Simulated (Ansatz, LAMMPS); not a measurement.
# Glassy 62GeO2-38BaO (mol %) (76 atoms): where an added charge goes, part 2 of 4

Does an extra electron or hole in glassy 62GeO2-38BaO (mol %) (76 atoms) stay spread out, or do the atoms trap it?

Ansatz 0.2.0; Kohn-Sham DFT, LDA, PAW (set soft_1), plane waves; PAW set soft_1.

The cell: 18 Ge, 11 Ba and 47 O. The quench rate of 20 K/ps is orders of magnitude faster than experiment. The network of bonds at the start is that of the classical potential that made the cell. Sampling is at Γ alone, for a cell whose shortest periodic width is 11 Å. Spin–orbit coupling is left out.

So far. Step 2 (Single point at the start): The r.m.s. force at the start is 0.89 eV/Å. Step 3 (Relaxation): The relaxation converged after 48 steps, 7.63 eV below its start, with a largest force component of 0.026 eV/Å.

## Step 4: Single point at the relaxed geometry

One more single point at the end of the walk gives the fuller output and checks the residual forces.

File input.yaml:

```yaml
crystal:
  lattice:
    - [10.82987, 0.0, 0.0]
    - [0.0, 10.82987, 0.0]
    - [0.0, 0.0, 10.82987]
  atoms:
    - { symbol: Ge, position: [0.85762, 0.76573, 0.76335] }
    - { symbol: Ge, position: [0.49189, 0.32301, 0.26899] }
    - { symbol: Ge, position: [0.35016, 0.84485, 0.27441] }
    - { symbol: Ge, position: [0.72384, 0.14977, 0.37805] }
    - { symbol: Ge, position: [0.37448, 0.24787, 0.54674] }
    - { symbol: Ge, position: [0.51031, 0.98797, 0.47762] }
    [... 64 atom lines left out ...]
    - { symbol: O, position: [0.72669, 0.2453, 0.00691] }
    - { symbol: O, position: [0.92439, 0.33409, 0.1373] }
    - { symbol: O, position: [0.7214, 0.83735, 0.06201] }
    - { symbol: O, position: [0.09849, 0.29565, 0.40774] }
    - { symbol: O, position: [0.74284, 0.69154, 0.40254] }
    - { symbol: O, position: [0.67402, 0.44741, 0.50841] }
kpoints:
  mp_grid: { grid: [1, 1, 1] }
hamiltonian:
  xc: lda
  pseudopotentials: { kind: paw, azcp: { folder: soft_1 }, xc_functional: pbe }
scf:
  occupations: { method: fixed }
output:
  forces: true
  stress: true
  populations: true
  dos:
    method: { smearing: { sigma: 0.15 } }
    de: 0.1
    projected: { site_lists: { Ba: [Ba], Ge: [Ge], O: [O] } }
  eigenvalues: true
  write_density: true
  write_potential: true
  volumetric_format: npy
```

Launch:

```sh
ansatz run input.yaml --threads 4 --pin off --max-ram 8192MiB --backend cpu --events-out ev --progress --plain --runs-dir out
```

The program printed:

```text
[...]
Crystal: 76 atoms, lattice volume = 1270.193 Å³
Basis set: ecut = 420 eV, 24837 PW (Γ)
Bands: 398, of which v1, the nominal top of the filled ones, is band 322 counted from 1 (321 counted from 0)
Symmetry: 1 space group operations
[...]
k-points: 1
[...]
SCF iter   1: F=—  HF=-165642.010818 eV  |F-HF|=—  |Δ(HF+E_count)|=         —  Δρ=8.19e-2  dr2=3.07e2  ethr=3.10e-3  ⟨swp⟩=7.0  Hψ=1459  notcnv=0  defer=72
[...]
SCF iter  15: F=-165594.136362 eV  HF=-165594.136362 eV  |F-HF|=1.40e-9  |Δ(HF+E_count)|=   2.28e-8  Δρ=1.55e-6  dr2=3.50e-8  ethr=1.55e-11  ⟨swp⟩=22.0  Hψ=3877  notcnv=0
SCF 1 converged in 15 iterations: F = -165594.136362 eV  dr2 = 3.50e-8
[...]
SCF converged after 15 iterations
Free energy (F): -165594.136362 eV
[...]
Internal energy: -165594.136362 eV  (E = F + TS)
E sigma→0 (E₀):  -165594.136362 eV
Fermi energy:    5.241903 eV
[...]
--- Forces (eV/Å), atoms counted from 1 ---
  atom   1  Ge     0.01785865    -0.00269666     0.00016896
  atom   2  Ge     0.00481444     0.01045336     0.00613502
  atom   3  Ge     0.00757187    -0.01091429     0.00998519
  atom   4  Ge    -0.00197120    -0.00010915     0.00036131
  atom   5  Ge     0.00879875     0.00525984    -0.00395640
  atom   6  Ge    -0.00508539     0.01067361    -0.00376971
  atom   7  Ge     0.00794962    -0.01653420     0.02344661
  atom   8  Ge    -0.01332005     0.00394972    -0.00173852
  atom   9  Ge     0.01597901     0.00159274    -0.01166565
  atom  10  Ge    -0.00341622    -0.00808471     0.01305657
  atom  11  Ge     0.00830837     0.00182713     0.00661839
  atom  12  Ge     0.00171098     0.01314920     0.00470269
  atom  13  Ge     0.00173335     0.01319821     0.00112651
  atom  14  Ge     0.00010080     0.00114889    -0.00908060
[...]
atom  75  O     -0.00339000    -0.00017690     0.00545061
  atom  76  O     -0.00043347     0.00186898     0.00167959
  max |Σ_I F_I| component: 2.18e-4 eV/Å
--- Stress (GPa, compression-positive) ---
       -4.025902       0.370773       0.980495
        0.370773      -1.868655       0.122220
        0.980495       0.122220      -3.002632
  P = ⅓ Tr σ = -2.9657 GPa (-29.657 kbar)
--- Band table (eV) ---
[...]
--- Löwdin populations: 76 sites ---
  site symbol       q [e]
     0     Ge     12.5809
     1     Ge     12.6900
     2     Ge     12.6375
[...]
75      O      6.9144
  spilling = 0.009331 (of n_electrons = 644.000000)
```

Elapsed: 32 s, on 4 threads of Arm Neoverse V1, shared host; peak memory 1.6 GiB; 2.1 min of CPU time.

Read from the output:

```
free energy                                      : -165594.1364 eV
free energy per atom                             : -2178.8702 eV/atom
SCF cycles                                       : 15
pressure                                         : -2.966 GPa
r.m.s. force component                           : 0.00699 eV/Å
longest force                                    : 0.03604 eV/Å
Fermi energy                                     : 5.242 eV
gap (highest filled to lowest empty level) : 2.312 eV
spilling of the projection                       : 0.009331
```

Löwdin charges by element and coordination (they lack the spilled electrons, 0.079 e an atom on average):

```
element  coordination  atoms  mean charge (e)  spread   least    most
     Ba           all     11             1.83  0.0097    1.82    1.85
     Ba             5      2             1.82  0.0033    1.82    1.83
     Ba             6      4             1.83  0.0143    1.82    1.85
     Ba             7      5             1.83  0.0058    1.82    1.83
     Ge           all     18             1.34  0.0625    1.19    1.43
     Ge             4     16             1.34  0.0656    1.19    1.43
     Ge             5      2             1.34  0.0279    1.32    1.37
      O           all     47           -0.815   0.117   -1.03  -0.662
      O             2      9           -0.688  0.0217  -0.716  -0.662
      O             3     28           -0.818   0.107  -0.963  -0.691
      O             4      9            -0.91   0.075  -0.985  -0.769
      O             5      1            -1.03       0   -1.03   -1.03
```

Density of states as counts of states in windows of 1 eV (from the Fermi level), total and the larger projections:

| from (eV) | to (eV) | total | O p | Ge p | Ge s | Ba p | O s |
| --- | --- | --- | --- | --- | --- | --- | --- |
| -18 | -17 | 26.6 | 0.3 | 3.9 | 1.5 | 0.1 | 19.4 |
| -17 | -16 | 30.2 | 0.3 | 3.7 | 1.0 | 0.6 | 23.1 |
| -16 | -15 | 14.9 | 0.1 | 1.9 | 0.1 | 0.4 | 11.8 |
| -15 | -12 | 0.0 | 0.0 | 0.0 | 0.0 | 0.0 | 0.0 |
| -12 | -11 | 3.9 | 0.2 | 0.0 | 0.0 | 3.6 | 0.1 |
| -11 | -10 | 42.7 | 2.8 | 0.3 | 0.6 | 38.2 | 0.6 |
| -10 | -9 | 25.2 | 3.6 | 0.3 | 1.9 | 18.5 | 0.8 |
| -9 | -8 | 8.1 | 4.0 | 0.5 | 2.3 | 0.4 | 0.8 |
| -8 | -7 | 9.5 | 5.2 | 0.9 | 2.0 | 0.3 | 1.0 |
| -7 | -6 | 11.2 | 6.7 | 1.5 | 1.6 | 0.2 | 1.0 |
| -6 | -5 | 16.8 | 11.7 | 3.3 | 0.7 | 0.2 | 0.6 |
| -5 | -4 | 22.3 | 15.8 | 3.3 | 0.8 | 0.3 | 1.6 |
| -4 | -3 | 38.9 | 30.6 | 4.4 | 0.4 | 0.5 | 1.8 |
| -3 | -2 | 53.7 | 47.8 | 2.2 | 0.2 | 0.6 | 1.0 |
| -2 | -1 | 67.5 | 62.9 | 1.0 | 0.1 | 0.8 | 0.4 |
| -1 | 0 | 47.0 | 44.2 | 0.4 | 0.0 | 0.8 | 0.1 |
| 0 | 1 | 1.1 | 1.1 | 0.0 | 0.0 | 0.0 | 0.0 |
| 1 | 2 | 0.0 | 0.0 | 0.0 | 0.0 | 0.0 | 0.0 |
| 2 | 3 | 2.0 | 0.3 | 0.1 | 0.5 | 0.0 | 0.5 |
| 3 | 4 | 7.0 | 1.8 | 0.8 | 2.2 | 0.0 | 1.0 |
| 4 | 5 | 16.8 | 2.9 | 1.7 | 3.1 | 0.1 | 1.4 |

With fixed occupations the program's Fermi level is the highest filled level; weight inside the gap is the broadening of levels at its edges.

Between -26 and -18 eV lie 224 more states.

The levels nearest the highest filled one (over half full), pooled over k-points and spins:

```csv
level less the highest filled one (eV),occupation
-0.423,2
-0.389,2
-0.316,2
-0.182,2
-0.0928,2
0,2
2.31,0
3.51,0
3.82,0
3.91,0
4.00,0
4.18,0
```

Valence density in the ab plane at fractional z = 0.098, with atoms of Ge and Ba and O within 0.2 Å of it. It is the smooth field of the valence electrons, not physical close to the nuclei.

Ten steps, logarithmic in the rise over the least value, from '0' (0 e/Å³) to '9' (24 e/Å³), each cell a mean:
```
100111000122211233332100001222
211221000112210122221111012333
211221000001100000112432113343
111111000000000000024553112333
000000000000000000013543101111
000000000000000000012222100000
000000000000000000001221110000
000000000001111111111222232100
000010000012464223321122465310
000000011123898334431112576410
000000124543686323321001344210
000000136763222111110000111000
000000135653110000000000000000
000000012321000000000000001110
100000000000000000000000012332
100000000000000000000000013553
100000000001122100000011123553
000000000002343200001112244321
000012222112444210001122698410
000123333211222100000112699510
000133233310011111110011354321
000134333310001233332100112221
000023333210001333333100001111
000011211111111332233100001111
```
Columns run along a (10.8 Å), rows up along b (10.8 Å). Atoms in or near the plane, at fractional coordinates: Ge at (0.44, 0.59), Ge at (0.85, 0.20), Ba at (0.22, 0.12), Ba at (0.59, 0.02), O at (0.85, 0.61), O at (0.31, 0.50).

Electrostatic potential energy in the ab plane at fractional z = 0.098, with atoms of Ge and Ba and O within 0.2 Å of it. With pseudopotentials it is smooth inside the atoms' cores, unlike the true potential.

Values in eV, 13 rows by 16 columns, each cell a mean:
```
  3   9  10  10  11  10   8   8  -8 -23 -12   6   9   5 -11 -14
  0   9  10  12  12  12  12  11   8   7   7 -10   1   3 -20 -24
  6   9  11  11  11  11  11  11  11  11   8 -11   1   8   3   1
  8   7   7   8  10  10   9   8  10  10   6  -4   0   9  10   9
  8   5   4   6   9   6 -10 -13  -1   3   5  -3  -2 -18  -4  11
  9   6   5   8   1  -7 -15 -14  -7  -5   6   9   6 -17  -5  11
 10   8   9   9 -22 -26   0  -1   6  11  11  10  10  10  11  11
 11  10  10  11   8   8  11  10  10  11  11  10  10  10   8   9
 12  11  10  10  11  12  12  11  10  11  12  12  10   8 -15  -9
 12  10   7   4   6  10   3  -5  10  11  12  11   2 -10 -10   5
 11   8  -9 -27 -20   4   6   3   9   8   9   9  -7 -12 -14   4
 11   7 -20 -36 -32  -1   9   8  -5 -18  -8   6   5  -4   0   9
 10   9   1 -12  -5   7   9   4 -26 -36 -30   1   9   9   8   8
```
Columns run along a (10.8 Å; values clipped at the 3rd and 97th percentile), rows up along b (10.8 Å). Atoms in or near the plane, at fractional coordinates: Ge at (0.44, 0.59), Ge at (0.85, 0.20), Ba at (0.22, 0.12), Ba at (0.59, 0.02), O at (0.85, 0.61), O at (0.31, 0.50).

The highest filled and lowest empty levels differ by 2.31 eV (at Γ alone); a semilocal functional tends to put such gaps too low. In a disordered cell it changes from sample to sample, and tail or defect levels can set it. Mean Löwdin charges: Ba +1.83, Ge +1.34, O -0.81 e (they miss 0.93 % of the electrons, so they add up to more than the cell's charge).

## Step 5: An extra electron, atoms held

The electron count changes by one with the atoms held: a vertical process, on a uniform background, with spin and a narrow Fermi–Dirac smearing. Its energy against the neutral cell hangs on the program's zero of potential.

File input.yaml:

```yaml
crystal:
  lattice:
    - [10.82987, 0.0, 0.0]
    - [0.0, 10.82987, 0.0]
    - [0.0, 0.0, 10.82987]
  atoms:
    [... the 76 atom lines of step 4 ...]
total_charge: -1
kpoints:
  mp_grid: { grid: [1, 1, 1] }
hamiltonian:
  xc: lda
  pseudopotentials: { kind: paw, azcp: { folder: soft_1 }, xc_functional: pbe }
scf:
  occupations: { method: fermi_dirac, width: 0.01 }
  lower_state_search: "off"
output:
  forces: true
  stress: true
  populations: intrinsic
  dos:
    method: { smearing: { sigma: 0.1 } }
    de: 0.1
    projected: { site_lists: { Ba: [Ba], Ge: [Ge], O: [O] } }
  eigenvalues: true
  write_density: true
  write_potential: true
  volumetric_format: npy
magnetization:
  spin_polarized: true
  initial_magnetization: 1
```

The program printed:

```text
[...]
Crystal: 76 atoms, lattice volume = 1270.193 Å³
Basis set: ecut = 420 eV, 24837 PW (Γ)
Bands: 399, of which v1, the nominal top of the filled ones, is band 323 counted from 1 (322 counted from 0)
Symmetry: 1 space group operations
[...]
k-points: 1
[...]
Starting moments: Σ|m| = 1 μB on 76 of 76 sites
[...]
SCF iter   1: F=—  HF=-165637.169574 eV  |F-HF|=—  |Δ(HF+E_count)|=         —  Δρ=4.55e-2 (↑4.31e-2 ↓4.55e-2)  dr2=4.14e2  dr2_m=1.03e-1  M=1.000 μB ∫|m|=1.096 μB  β_m=1.00  ethr=3.10e-3  ⟨swp⟩=10.5  Hψ=4236  notcnv=0  defer=122
[...]
spin=Collinear: Kerker preconditioning applied to the charge; magnetization (m = ρ↑ − ρ↓) channel mixes plain (no charge-response kernel on spin).
SCF iter   2: F=—  HF=-165622.723897 eV  |F-HF|=—  |Δ(HF+E_count)|=         —  Δρ=2.93e-2 (↑2.78e-2 ↓2.93e-2)  dr2=1.12e2  dr2_m=8.70e-2  M=0.517 μB ∫|m|=0.609 μB  β_m=0.30  ethr=3.10e-3  ⟨swp⟩=3.0  Hψ=1404  notcnv=0  defer=134
[...]
spin=Collinear: Resta preconditioning applied to the charge; magnetization (m = ρ↑ − ρ↓) channel mixes plain (no charge-response kernel on spin).
SCF iter   3: F=—  HF=-165603.291054 eV  |F-HF|=—  |Δ(HF+E_count)|=    1.94e1  Δρ=1.87e-2 (↑1.79e-2 ↓1.87e-2)  dr2=4.83e1  dr2_m=4.44e-2  M=0.820 μB ∫|m|=0.869 μB  β_m=0.30  ethr=3.10e-3  ⟨swp⟩=3.0  Hψ=1304  notcnv=0  defer=141
SCF iter   4: F=—  HF=-165588.324960 eV  |F-HF|=—  |Δ(HF+E_count)|=    1.50e1  Δρ=7.76e-3 (↑7.76e-3 ↓7.63e-3)  dr2=4.98e0  dr2_m=2.38e-2  M=0.478 μB ∫|m|=0.520 μB  β_m=0.30  ethr=3.10e-3  ⟨swp⟩=7.0  Hψ=1333  notcnv=0  defer=144
[...]
SCF iter   8: F=—  HF=-165586.579207 eV  |F-HF|=—  |Δ(HF+E_count)|=   2.84e-3  Δρ=6.49e-4 (↑6.41e-4 ↓6.49e-4)  dr2=1.20e-2  dr2_m=2.05e-3  M=0.391 μB ∫|m|=0.422 μB  β_m=0.30  ethr=4.61e-6  ⟨swp⟩=7.0  Hψ=1091  notcnv=0  defer=144
[...]
spin-set hold released at iteration 8 (site moments contracting): the magnetisation degrees of freedom join the quasi-Newton model from the next iteration; the mixer history was flushed
SCF iter   9: F=—  HF=-165586.580520 eV  |F-HF|=—  |Δ(HF+E_count)|=   1.31e-3  Δρ=4.78e-4 (↑4.78e-4 ↓4.69e-4)  dr2=7.21e-3  dr2_m=1.12e-3  M=0.386 μB ∫|m|=0.417 μB  β_m=0.65  ethr=1.86e-6  ⟨swp⟩=1.5  Hψ=655  notcnv=0  defer=144
SCF iter  10: F=—  HF=-165586.583961 eV  |F-HF|=—  |Δ(HF+E_count)|=   3.44e-3  Δρ=1.17e-4 (↑1.03e-4 ↓1.17e-4)  dr2=8.42e-4  dr2_m=7.84e-6  M=0.364 μB ∫|m|=0.395 μB  β_m=0.68  ethr=1.12e-6  ⟨swp⟩=4.5  Hψ=1319  notcnv=0  defer=144
[...]
SCF iter  22: F=-165586.582479 eV  HF=-165586.582479 eV  |F-HF|=5.24e-10  |Δ(HF+E_count)|=   4.60e-8  Δρ=3.36e-7 (↑3.24e-7 ↓3.36e-7)  dr2=2.94e-9  dr2_m=7.40e-10  M=0.200 μB ∫|m|=0.217 μB  β_m=0.75  ethr=3.86e-12  ⟨swp⟩=7.0  Hψ=5173  notcnv=0
SCF iter  23: F=-165586.582479 eV  HF=-165586.582479 eV  |F-HF|=7.86e-10  |Δ(HF+E_count)|=   1.94e-8  Δρ=2.07e-7 (↑1.97e-7 ↓2.07e-7)  dr2=1.48e-9  dr2_m=1.15e-10  M=0.195 μB ∫|m|=0.211 μB  ethr=1.00e-12  ⟨swp⟩=6.0  Hψ=4972  notcnv=0
SCF 1 converged in 23 iterations: F = -165586.582479 eV  dr2 = 1.48e-9
[...]
SCF converged after 23 iterations
Magnetization: 0.1947 μB (322.5974 up, 322.4026 down)
Absolute magnetization: 0.2025 μB (∫|ρ↑−ρ↓|, with the PAW one-centre terms)
[...]
Per-site moments (μB) at R_I (Å): [(0.0014841, 0.716707), (0.00104294, 0.706280), (0.000620016, 0.697043), (0.000854164, 0.742688), (0.00160471, 0.719757), [...]
Free energy (F): -165586.582479 eV
[...]
Internal energy: -165586.568997 eV  (E = F + TS)
E sigma→0 (E₀):  -165586.575738 eV
Entropy (-TS):   -0.013481 eV (-0.177 meV/atom)
Fermi energy:    7.580159 eV
[...]
Σ components = -165586.582479   (vs F -165586.582479, Δ=0.00e0)
--- Forces (eV/Å), atoms counted from 1 ---
  atom   1  Ge     0.07351638    -0.03605372     0.08273296
  atom   2  Ge    -0.09130925     0.08261234     0.04123776
  atom   3  Ge    -0.01672158    -0.11827419     0.00105079
  atom   4  Ge    -0.05996436    -0.00273562     0.00588814
[...]
atom  76  O      0.02955113     0.03799662    -0.01654712
  max |Σ_I F_I| component: 1.12e-4 eV/Å
--- Stress (GPa, compression-positive) ---
       -3.581199       0.403445       0.868069
        0.403445      -1.599142       0.092984
        0.868069       0.092984      -2.606619
  P = ⅓ Tr σ = -2.5957 GPa (-25.957 kbar)
--- Band table (eV) ---
[...]
--- intrinsic populations: 76 sites ---
  site symbol       q [e]    m [muB]
     0     Ge     12.6317     0.0049
     1     Ge     12.7341     0.0032
     2     Ge     12.6795     0.0024
[...]
75      O      7.0574     0.0006
  spilling = 0.000000 (of n_electrons = 645.000000)
```

The job ended after 1.8 min (4 threads; peak memory 2.7 GiB).

An extra electron, atoms held: the energy stands 7.55 eV above that of the reference, with a moment of 0.19 μB. An odd electron should give 1 μB; this run ended with the carrier shared between both spins.

The levels nearest the highest filled one (over half full), pooled over k-points and spins:

| level less the highest filled one (eV) | occupation |
| --- | --- |
| -2.49 | 1 |
| -2.40 | 1 |
| -2.40 | 1 |
| 0 | 0.597 |
| 0.0079 | 0.403 |
| 1.23 | 0 |
| 1.23 | 0 |
| 1.53 | 0 |

Spin density in the ab plane at fractional z = 0.098, with atoms of Ge and Ba and O within 0.2 Å of it.

Ten even steps from '0' (-2.71 × 1e-3 e/Å³) to '9' (5.71 × 1e-3 e/Å³), each cell a mean:
```
333333333333333333333333333333
333333333333333333333333333333
333333333333333333333333333333
333333333333333333333333333333
333333333333333333333333333333
333333333333333333333333333333
333333333333333333333333333333
333333333333444433333333333333
333333333334445433333333443333
333333333333303434433333443333
333333333443335433333333333333
333333333894344433333333333333
333333334453333333333333333333
333333333333333333333333333333
333333333333333333333333333333
333333333333333333333333333333
333333333333333333333333333333
333333333333333333333333333333
333333333333333333333333333333
333333333333333333333333323333
333333333333333333333333333333
333333333333333333333333333333
333333333333333333333333333333
333333333333333333333333333333
```
Columns run along a (10.8 Å), rows up along b (10.8 Å). Atoms in or near the plane, at fractional coordinates: Ge at (0.44, 0.59), Ge at (0.85, 0.20), Ba at (0.22, 0.12), Ba at (0.59, 0.02), O at (0.85, 0.61), O at (0.31, 0.50).

(Part 2 of 4 ends here.)

[Long decimals in the printed logs are rounded to 6 places.]

[Logs are printed without paths, hosts, clocks, repeated set-up lines and the standing remarks that a program may print on its own settings, such as how far it seeks lower states.]

[Hosts, paths, dates, database ids (printed as entryN), source tags and the programs' standing remarks are cut or masked in the printed files.]
